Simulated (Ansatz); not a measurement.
# SrPdN (built on the sites of a database entry of BaAsPd): following an unstable mode

Wanted: the energy along a soft mode of SrPdN (built on the sites of a database entry of BaAsPd) and the structure at the end.

Method: DFT PBE+D3(BJ), scalar-relativistic, plane waves, PAW, in Ansatz 0.2.0.

The structure was built from a prototype and need not be the compound's stable phase.

### Step 1. The structure

The structure is hexagonal, space group P-6m2 (No. 187). The conventional cell has a = 3.771 Å, b = 3.771 Å, c = 4.061 Å, α = 90.00°, β = 90.00°, γ = 120.00°. Nearest to Sr lie 6 N at 2.98 Å and 6 Pd at 2.98 Å. Nearest to N lie 3 Pd at 2.18 Å and 6 Sr at 2.98 Å. Nearest to Pd lie 3 N at 2.18 Å. Farther neighbours and most contacts between anions are not listed.

### Step 2. Phonons on a q mesh

The cell comes from relaxations at this level that are not shown. Stability and thermal properties need the whole zone. Linear response on a 3×3×4 q mesh gives force constants as far as a supercell of that size would.

Input file input.yaml:

```yaml
crystal:
  lattice:
    - [3.7707149625, 0.0, 0.0]
    - [-1.8853574812, 3.2655349479, 0.0]
    - [0.0, 0.0, 4.0614150488]
  atoms:
    - { symbol: Sr, position: [0.0, 0.0, 0.0] }
    - { symbol: "N", position: [0.6666666667, 0.3333333333, 0.5] }
    - { symbol: Pd, position: [0.3333333333, 0.6666666667, 0.5] }
kpoints:
  mp_grid: { grid: [15, 15, 12] }
hamiltonian:
  xc: pbe
  dispersion: d3bj
scf:
  occupations: { method: methfessel_paxton, width: 0.2 }
output:
  eigenvalues: true
phonons:
  method: dfpt
  qmesh: [3, 3, 4]
  temperatures: { t_max: 1000, t_step: 50 }
  qpath:
    path:
      - [[0.0, 0.0, 0.0], [0.5, 0.0, 0.0], [0.33333333, 0.33333333, 0.0], [0.0, 0.0, 0.0], [0.0, 0.0, 0.5], [0.5, 0.0, 0.5], [0.33333333, 0.33333333, 0.5], [0.0, 0.0, 0.5]]
      - [[0.5, 0.0, 0.5], [0.5, 0.0, 0.0]]
      - [[0.33333333, 0.33333333, 0.5], [0.33333333, 0.33333333, 0.0]]
    npoints: 10
```

Launch:

```console
$ ansatz run input.yaml --threads 8 --pin off --max-ram 14336MiB --backend cpu --events-out ev --progress --plain --runs-dir out
```

Numbers of over 12 decimals in the logs are rounded to 6 here.

The log of the run:

```text
Engine: ansatz 0.2.0, aarch64-unknown-linux-gnu
Pseudopotentials: kind: paw
Pseudopotential: Sr, paw, valence charge 10, recommended cutoff 420 eV (normal), Sr.paw.azcp
Pseudopotential: N, paw, valence charge 5, recommended cutoff 420 eV (normal), N.paw.azcp
Pseudopotential: Pd, paw, valence charge 18, recommended cutoff 420 eV (normal), Pd.paw.azcp
Functional definition: PBE
  parameter kappa = 0.804
  parameter beta = 0.066725
  exchange = pbe_x(kappa = kappa, mu = beta*pi^2/3)
  correlation = pbe_c(beta = beta)
Crystal: 3 atoms, lattice volume = 50.010 Å³
Basis set: ecut = 420 eV, 985 PW (Γ), exchange–correlation on 54×54×60 points (8 copies of the dense FFT grid, shifted against one another)
Bands: 21, of which v1, the nominal top of the filled ones, is band 17 counted from 1 (16 counted from 0)
Symmetry: 12 space group operations
k-points: 189 of 2700 (time reversal used)
Non-local potential: Sr, projectors of the file, l = 0: 3, l = 1: 2, l = 2: 2
Non-local potential: N, projectors of the file, l = 0: 2, l = 1: 2, l = 2: 1
Non-local potential: Pd, projectors of the file, l = 0: 2, l = 1: 2, l = 2: 2, l = 3: 1
PAW form: soft (Blöchl's): semilocal exchange-correlation on the pseudo side does not see the compensation charge
PAW one-centre angular grid: Sr, 110 points (default); XC on 64 Gauss nodes
PAW one-centre angular grid: N, 110 points (default); XC on 64 Gauss nodes
PAW one-centre angular grid: Pd, 590 points (default); XC on 64 Gauss nodes
Initial density: superposition of atomic densities (neutral atoms: chi_scale 0, normalization atom), corrected by the library's trained network
Initial wavefunctions: pseudopotential atomic-orbital guess
Functional: x = pbe(κ = 0.804, μ = 0.219515), c = pbe(β = 0.066725)
SCF iter   1: F=—  HF=-10902.337654 eV  |F-HF|=—  |Δ(HF+E_count)|=         —  Δρ=8.60e-3  dr2=5.19e-2  ethr=1.77e-3  ⟨swp⟩=6.1  Hψ=20812  notcnv=0
preconditioner: auto → Kerker (q_TF=auto, 2.546 Å⁻¹)  [metal: Δε(μ)=0.013 eV  Ē_g=11.130 eV  σ=0.200 eV  W_gap=0.05  n_scr=20 (ndim 8)  ℏωp=25.2 eV  f_vac=0.000  D(μ)=1.50/eV (n_scr^D=8)]
SCF iter   2: F=—  HF=-10902.333435 eV  |F-HF|=—  |Δ(HF+E_count)|=   4.22e-3  S|Δr|=    0.00e0  Δρ=3.70e-3  dr2=8.45e-3  ethr=1.57e-4  ⟨swp⟩=1.1  Hψ=5511  notcnv=0
SCF iter   3: F=—  HF=-10902.331862 eV  |F-HF|=—  |Δ(HF+E_count)|=   1.57e-3  S|Δr|=    0.00e0  Δρ=1.19e-3  dr2=1.87e-3  ethr=2.56e-5  ⟨swp⟩=2.0  Hψ=5967  notcnv=0
SCF iter   4: F=—  HF=-10902.331471 eV  |F-HF|=—  |Δ(HF+E_count)|=   3.91e-4  S|Δr|=    0.00e0  Δρ=4.72e-4  dr2=2.93e-4  ethr=5.66e-6  ⟨swp⟩=1.7  Hψ=4642  notcnv=0
SCF iter   5: F=—  HF=-10902.331396 eV  |F-HF|=—  |Δ(HF+E_count)|=   7.58e-5  S|Δr|=    0.00e0  Δρ=1.37e-4  dr2=1.04e-5  ethr=8.87e-7  ⟨swp⟩=2.6  Hψ=5748  notcnv=0
SCF iter   6: F=—  HF=-10902.331391 eV  |F-HF|=—  |Δ(HF+E_count)|=   4.88e-6  S|Δr|=    0.00e0  Δρ=3.54e-5  dr2=9.90e-7  ethr=3.16e-8  ⟨swp⟩=2.1  Hψ=5881  notcnv=0
SCF iter   7: F=—  HF=-10902.331389 eV  |F-HF|=—  |Δ(HF+E_count)|=   1.27e-6  S|Δr|=    0.00e0  Δρ=1.06e-5  dr2=8.27e-8  ethr=3.00e-9  ⟨swp⟩=2.0  Hψ=5843  notcnv=0
SCF iter   8: F=—  HF=-10902.331389 eV  |F-HF|=—  |Δ(HF+E_count)|=   2.37e-8  S|Δr|=    0.00e0  Δρ=3.73e-6  dr2=6.56e-9  ethr=2.51e-10  ⟨swp⟩=2.3  Hψ=6243  notcnv=0
SCF iter   9: F=—  HF=-10902.331389 eV  |F-HF|=—  |Δ(HF+E_count)|=   1.49e-9  S|Δr|=    0.00e0  Δρ=8.69e-7  dr2=4.12e-10  ethr=1.99e-11  ⟨swp⟩=2.4  Hψ=6437  notcnv=0
SCF iter  10: F=—  HF=-10902.331389 eV  |F-HF|=—  |Δ(HF+E_count)|=  1.27e-10  S|Δr|=    0.00e0  Δρ=2.29e-7  dr2=3.02e-11  ethr=1.25e-12  ⟨swp⟩=2.2  Hψ=5980  notcnv=0
SCF iter  11: F=-10902.331389 eV  HF=-10902.331389 eV  |F-HF|=1.82e-12  |Δ(HF+E_count)|=  5.46e-12  S|Δr|=    0.00e0  Δρ=6.29e-8  dr2=3.00e-12  ethr=1.00e-12  ⟨swp⟩=6.7  Hψ=18104  notcnv=0
the search or the solves at the SCF's close seem to have found levels that the self-consistency loop had missed (the run counts 2). By its estimate they hold under 1e-12 electrons; where the run keeps them, the occupations were computed again with them
SCF 1 converged in 11 iterations: F = -10902.331389 eV  dr2 = 3.00e-12
  greatest PAW one-centre occupation: 0.999 electrons in one spin orbital (limit 2), on the Pd atom at site 2 (counted from 0), in its partial waves of l = 0
phonons: the bands overlap, so this run is a metal and interpolates without the dipole-dipole term. If the crystal is really an insulator or semiconductor, its LO-TO splitting is missing
NSCF: frozen V_eff on 189 k-points
WARN: eigensolver did not converge in 23 slots of this pass, the one above among them; of largest residual over every band (k=30): 1 band(s) unlocked (lowest unlocked band 20, counted from 0; max residual 7.45e-3 eV among the unlocked bands, 7.45e-3 eV over every band); of lowest unlocked band (k=28): band 20
NSCF: frozen V_eff on 448 k-points
DFPT response loops at q = (0, 0, 0) (fractional): preconditioner auto → Kerker (q_TF=auto, 2.546 Å⁻¹) (partly filled bands, converged f_vac=0.000); β = 1.00, the filter's whole step (`scf.mixing.beta` (0.50) is not read by the response loops under this deck's `scf.mixing.preconditioner`; to damp them name `kerker` or `kerker_dos`, under which they read `scf.mixing.beta`, and type it under 1.00, their step now; both keys bind the ground state too); Broyden in place of MSR1
NSCF: frozen V_eff on 1536 k-points
DFPT response loops at q = (0, 0, 0.25) (fractional): mixed as the last ones told, above
NSCF: frozen V_eff on 896 k-points
DFPT response loops at q = (0, 0, -0.5) (fractional): mixed as the last ones told, above
NSCF: frozen V_eff on 1680 k-points
DFPT response loops at q = (0, 0.333333, 0) (fractional): mixed as the last ones told, above
NSCF: frozen V_eff on 2880 k-points
DFPT response loops at q = (0, 0.333333, 0.25) (fractional): mixed as the last ones told, above
NSCF: frozen V_eff on 1680 k-points
DFPT response loops at q = (0, 0.333333, -0.5) (fractional): mixed as the last ones told, above
NSCF: frozen V_eff on 1680 k-points
DFPT response loops at q = (0.333333, 0.333333, 0) (fractional): mixed as the last ones told, above
NSCF: frozen V_eff on 2880 k-points
DFPT response loops at q = (0.333333, 0.333333, 0.25) (fractional): mixed as the last ones told, above
NSCF: frozen V_eff on 1680 k-points
DFPT response loops at q = (0.333333, 0.333333, -0.5) (fractional): mixed as the last ones told, above
SCF converged after 11 iterations
Stability not checked: this state was not tested for a lower state beside it, because cold or Methfessel-Paxton smearing, or corrected tetrahedra, fill the levels in a way that the test cannot read (fill_not_monotonic; see scf.lower_state_search)
Free energy (F): -10902.331389 eV
Harris-Foulkes:  -10902.331389 eV  (|F-HF|=1.82e-12)
Internal energy: -10902.331174 eV  (E = F + TS)
E sigma→0 (E₀):  -10902.331336 eV
Entropy (-TS):   -0.000215 eV (-0.072 meV/atom)
Fermi energy:    13.000786 eV
Step filling:    the computed levels leave a gap of 0.0096 eV = 0.0 smearing widths at the electron count; against every level under it full and every level over it empty, smearing changes F+E_penalty+E_count by -0.929 meV and its σ→0 estimate by -0.875 meV
--- Per-component energies (eV) ---
  E_band       = -280.282856
  E_kinetic    = 890.108824
  E_local      = -3274.424489  (includes V_loc(G=0)·N_el)
  E_nonlocal   = 464.964986
  E_hartree    = 1239.743963
  E_xc         = -402.952973
  E_vxc        = -451.240217  (∫ρ·V_xc dr)
  E_paw        = -6571.832978  (= ΣΔE_a)
  E_vpaw       = -389.180184  (= ΣTr[D̂ρ^β])
  E_aug_tail   = 0.000303  (compensation charges beyond the density's cutoff)
  E_ewald      = -3246.832297
  E_disp       = -1.106513  (pairwise vdW)
  E_smearing   = -0.000215  (= −TS)
  E_closure    = 0.000000  (closes the sum)
  Σ components = -10902.331389   (vs F -10902.331389, Δ=0.00e0)
--- Band table (eV; the first three rows and the last of 189) ---
  k-point 0: bands = [... 13 lower, 10.2891, 11.3962, 13.4128, 14.4407, 14.4407, 15.7551, 17.7057, 17.7057]
  k-point 1: bands = [... 13 lower, 10.2825, 11.2917, 13.5544, 14.4626, 14.4626, 15.7818, 17.6686, 17.6686]
  k-point 2: bands = [... 13 lower, 10.2616, 11.0605, 13.9140, 14.5253, 14.5253, 15.8373, 17.6013, 17.6013]
  k-point 188: bands = [... 13 lower, 10.7281, 10.7580, 11.1908, 12.4894, 14.6443, 17.7319, 18.3801, 19.0805]
--- Phonons (Γ-DFPT): 6 representative perturbations + reference (Σ response iterations 20) ---
  ASR residual: 3.963e-5 → 0.000e0 eV/Å²; symmetrization residual: 6.576e-6 eV/Å²
  pairwise dispersion correction: d3bj (s6 = 1.0, s8 = 0.7875, a1 = 0.4289, a2_bohr = 4.4407), with the weights of each atom's references fixed at the reference crystal's, and the forces and stress that the weights' published response gives there kept as a pressure on the atom's counted neighbours (hamiltonian.dispersion)
  ASR residual per site (eV/Å²): 3.96e-5 2.74e-5 3.68e-5
  Γ frequencies (cm⁻¹): -69.59 0.00 0.00 0.00 121.53 121.53 183.23 315.77 315.77
--- Phonons (arbitrary-q DFPT): 9 irreducible q on the 3×3×4 mesh ---
  q = [0.0000, 0.0000, 0.0000] (star 1, of the zone-centre solve; hermiticity 1.82e-6, symmetrization 2.14e-10): -69.59 -0.00 0.00 0.00 121.53 121.53 183.23 315.77 315.77
  q = [0.0000, 0.0000, 0.2500] (star 2, 6 solved perturbations in 3276 linear systems a pass and spin channel, the states on 768 of 2700 k-point pairs; hermiticity 1.81e-6, symmetrization 2.89e-9): 46.09 46.09 71.91 112.17 112.17 130.76 175.89 314.14 314.14
  q = [0.0000, 0.0000, -0.5000] (star 1, 6 solved perturbations in 1911 linear systems a pass and spin channel, the states on 448 of 2700 k-point pairs; hermiticity 7.94e-7, symmetrization 2.74e-9): 85.37 85.37 85.88 85.88 139.66 140.39 194.34 312.05 312.05
  q = [0.0000, 0.3333, 0.0000] (star 6, 9 solved perturbations on 840 of 2700 k-point pairs; hermiticity 1.62e-6, symmetrization 4.10e-10): -102.66 -34.02 82.04 96.51 135.22 156.60 162.99 293.74 339.77
  q = [0.0000, 0.3333, 0.2500] (star 12, 9 solved perturbations on 1440 of 2700 k-point pairs; hermiticity 1.76e-6, symmetrization 3.22e-10): -12.23 35.48 66.08 123.05 123.75 150.79 179.64 289.19 339.94
  q = [0.0000, 0.3333, -0.5000] (star 6, 9 solved perturbations on 840 of 2700 k-point pairs; hermiticity 2.37e-6, symmetrization 2.72e-10): 48.87 60.38 75.97 101.58 137.74 172.38 191.29 285.80 340.21
  q = [0.3333, 0.3333, 0.0000] (star 2, 6 solved perturbations in 3486 linear systems a pass and spin channel, the states on 840 of 2700 k-point pairs; hermiticity 1.56e-6, symmetrization 1.73e-7): -129.05 -45.51 32.03 117.91 132.66 144.00 180.75 320.03 370.94
  q = [0.3333, 0.3333, 0.2500] (star 4, 6 solved perturbations in 5976 linear systems a pass and spin channel, the states on 1440 of 2700 k-point pairs; hermiticity 8.14e-7, symmetrization 1.16e-7): -89.07 -85.06 81.49 101.47 148.39 163.40 174.02 318.25 365.45
  q = [0.3333, 0.3333, -0.5000] (star 2, 6 solved perturbations in 3486 linear systems a pass and spin channel, the states on 840 of 2700 k-point pairs; hermiticity 1.05e-6, symmetrization 2.10e-7): -106.49 30.75 75.90 120.19 167.16 167.77 174.28 316.55 360.16
  sum rule: each row above includes the acoustic sum rule's correction from the zone centre's row sums; it moved no ω² by more than (0.73 cm⁻¹)²
  mesh force constants: q→R imaginary residual 0.00e0; ASR residual 3.963e-5 → 0.000e0 eV/Å²; symmetrization residual 6.217e-15 eV/Å²
  interpolated dispersion: 93 rows × 9 modes
  density of states and harmonic sums: on the 21×21×16 q-mesh, interpolated from the force constants of a 3×3×4 supercell (no non-analytic term)
  largest difference from the sums on the solved wave vectors: F 6.49e-3 eV, S 7.50e-6 and C_V 8.46e-7 eV/K
  zero-point energy: 0.082231 eV/cell   skipped modes (ω ≤ 0): 486, of them read as no rigid motion or as one in doubt: 483 (1.169e0 modes/cell left out, lowest -129.05 cm⁻¹)   left out of the sums: 1.30e-1 of the cell's modes: C_V's classical limit lies that fraction below 3 k_B per atom; for a crystal, a wire or a layer, F and S can be off by more, and a phonons.interpolated_qmesh denser along its periods is the remedy for the sampling
```

Elapsed: 9.1 min, on 8 threads of Arm Neoverse V2, shared host; peak memory 3.4 GiB; 70 min of CPU time.

In the SCF lines HF is the Harris–Foulkes energy and dr2 the Hartree energy of the density residual, in eV; the loop may stop once dr2 is under the threshold and the program's other checks hold. Hψ counts applications of the Hamiltonian.

This step gave:

| Item | Value |
| --- | --- |
| volume per atom | 16.67 Å³ |
| gap on the k-mesh | 0 eV |
| sum-rule residual before enforcement | 3.96e-5 eV/Å² |
| lowest frequency on the path | -129.0 cm⁻¹ |
| point group | -6m2 |
| highest frequency on the path or at a solved wavevector | 370.9 cm⁻¹ |
| highest optical mode at the zone centre (no LO-TO term) | 315.8 cm⁻¹ |
| lowest optical zone-centre mode | -69.59 cm⁻¹ |
| lowest mode on the q mesh (acoustic modes at Γ apart) | -129.1 cm⁻¹ |

Frequencies (cm⁻¹) solved at each irreducible wavevector; negative means imaginary. Frequencies by wavevector, by row:

```
q in reciprocal lattice units  star  mode 1  mode 2  mode 3  mode 4  mode 5  mode 6  mode 7  mode 8  mode 9
                        0 0 0     1   -69.6       0       0       0   121.5   121.5   183.2   315.8   315.8
                     0 0 0.25     2    46.1    46.1    71.9   112.2   112.2   130.8   175.9   314.1   314.1
                     0 0 -0.5     1    85.4    85.4    85.9    85.9   139.7   140.4   194.3   312.1   312.1
                   0 0.3333 0     6  -102.7     -34      82    96.5   135.2   156.6     163   293.7   339.8
                0 0.3333 0.25    12   -12.2    35.5    66.1     123   123.8   150.8   179.6   289.2   339.9
                0 0.3333 -0.5     6    48.9    60.4      76   101.6   137.7   172.4   191.3   285.8   340.2
              0.3333 0.3333 0     2  -129.1   -45.5      32   117.9   132.7     144   180.8     320   370.9
           0.3333 0.3333 0.25     4   -89.1   -85.1    81.5   101.5   148.4   163.4     174   318.2   365.4
           0.3333 0.3333 -0.5     2  -106.5    30.8    75.9   120.2   167.2   167.8   174.3   316.6   360.2
```

Interpolated from a 3×3×4 q mesh. Phonon branches along the path, in cm⁻¹:

```
    point  branch 1  branch 2  branch 3  branch 4  branch 5  branch 6  branch 7  branch 8  branch 9
        Γ       -70         0         0         0       122       122       183       316       316
  halfway       -88       -12        63        93       133       149       166       295       327
        M      -117       -53        86       104       136       143       178       299       356
  halfway      -123       -48        62       109       140       141       179       310       363
        K      -129       -46        32       118       133       144       181       320       371
  halfway       -96        22        73        84       142       153       161       296       333
        Γ       -70         0         0         0       122       122       183       316       316
  halfway        46        46        72       112       112       131       176       314       314
        A        85        85        86        86       140       140       194       312       312
  halfway        64        66        86        97       149       168       187       289       327
        L        23        57        58       106       116       174       199       288       357
  halfway       -87        48        85       105       144       170       190       302       358
        H      -106        31        76       120       167       168       174       316       360
  halfway        24        61        98        99       152       170       184       291       331
        A        85        85        86        86       140       140       194       312       312
jump to L        23        57        58       106       116       174       199       288       357
  halfway       -55       -22        49       122       125       150       188       293       356
        M      -117       -53        86       104       136       143       178       299       356
jump to H      -106        31        76       120       167       168       174       316       360
  halfway       -89       -85        82       102       148       163       174       318       365
        K      -129       -46        32       118       133       144       181       320       371
```

The phonon branches as a text plot (rows in cm⁻¹):

```
    360 |      ********                 *******       ***********
    340 |    **        **             **       ***
    319 |****     ****   *************      ***   ****      *****
    298 |  *******    *****        ***   ***   *****  ******
    277 |                             ***
    256 |
    236 |
    215 |
    194 |                        ***********   **********
    173 |**** ********** ********    **************   ** ********
    152 |   *************        ******    ** *******   * ** ****
    131 |*************  *****  * **    *  *         **  ****  ***
    111 |      *******       ****      *** ******     **  *** ***
     90 |  ******     ****       ******   **   *******    ****
     69 |   **   *    ****     ***  ******  ***  ***  ** *    *
     48 | **      ** *    *  ***      ******   ** *   * *      *
     27 |**         *   **** **        **   ***  *     *        *
      6 |***           *  ***
    -14 |   *                            *            ***   *
    -35 |    *     ****      *                           *
    -56 |     *****                       *     *       * **    *
    -77 |***             ****              *   *             ***
    -98 |   **         **                   ***          *  ***
   -119 |     *********                                   **   **
         Γ      M   K       Γ     A      L   H      A|L   M|H   K
```

Symmetry leaves 9 wavevectors to solve. The lowest mode among them, the acoustic zeros apart, lies at q = (0.333, 0.333, 0) and is imaginary, 129.1i cm⁻¹, so the energy falls along it.

(Part 1 of 3 ends here.)

[Logs are printed without paths, hosts, clocks, repeated set-up lines and the standing remarks that a program may print on its own settings, such as how far it seeks lower states.]

[Hosts, paths, dates, database ids (printed as entryN), source tags and the programs' standing remarks are cut or masked in the printed files.]
